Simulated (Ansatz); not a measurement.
Rows from a G0W0 calculation on BaTiO3 (P4mm) (Ansatz 0.2.0; G0W0 on PBE, plane waves, PAW; 6×6×6 mesh, 647 empty bands, screening to 270 eV, hard PAW files), in eV. Spin-orbit coupling is left out.

The database entry behind the starting cell differs from later determinations by our own check (c/a about 0.6 % short), so it need not match the best structure at ambient conditions.

| row | k | band | start | Σx | Σc at the solution | Vxc |
| --- | --- | --- | --- | --- | --- | --- |
| A | (-0.500, -0.500, -0.500) | v1 | 10.325 | -25.852 | 4.409 | -20.785 |
| B | (-0.500, -0.500, -0.500) | v2 | 10.242 | -25.821 | 4.386 | -20.763 |
| C | Γ | v1 | 10.071 | -25.624 | 3.834 | -21.126 |
| D | Γ | c2 | 12.366 | -13.109 | -6.481 | -20.418 |
| E | Γ | c1 | 12.155 | -12.626 | -6.768 | -20.236 |
| F | (-0.500, -0.500, -0.500) | c1 | 14.530 | -14.715 | -8.072 | -23.652 |

Give the quasiparticle energies and the shift of each level.

The quasiparticle equation reads E = start + Σx + Σc(E) − Vxc.

| row | E (eV) | shift (eV) |
| --- | --- | --- |
| A | 9.668 | −0.657 |
| B | 9.570 | −0.672 |
| C | 9.407 | −0.664 |
| D | 13.194 | +0.828 |
| E | 12.996 | +0.841 |
| F | 15.396 | +0.866 |

The gap over the computed points goes from 1.83 eV to 3.33 eV.

Limits: not at the basis limit; no spin-orbit coupling.

[Runs of the session that timed out or met a known fault of the program may be left out.]

[Cells called generated may have been cut or substituted from an entry of the Crystallography Open Database or the Materials Project.]

[Hosts, paths, dates, database ids (printed as entryN), source tags and the programs' standing remarks are cut or masked in the printed files.]
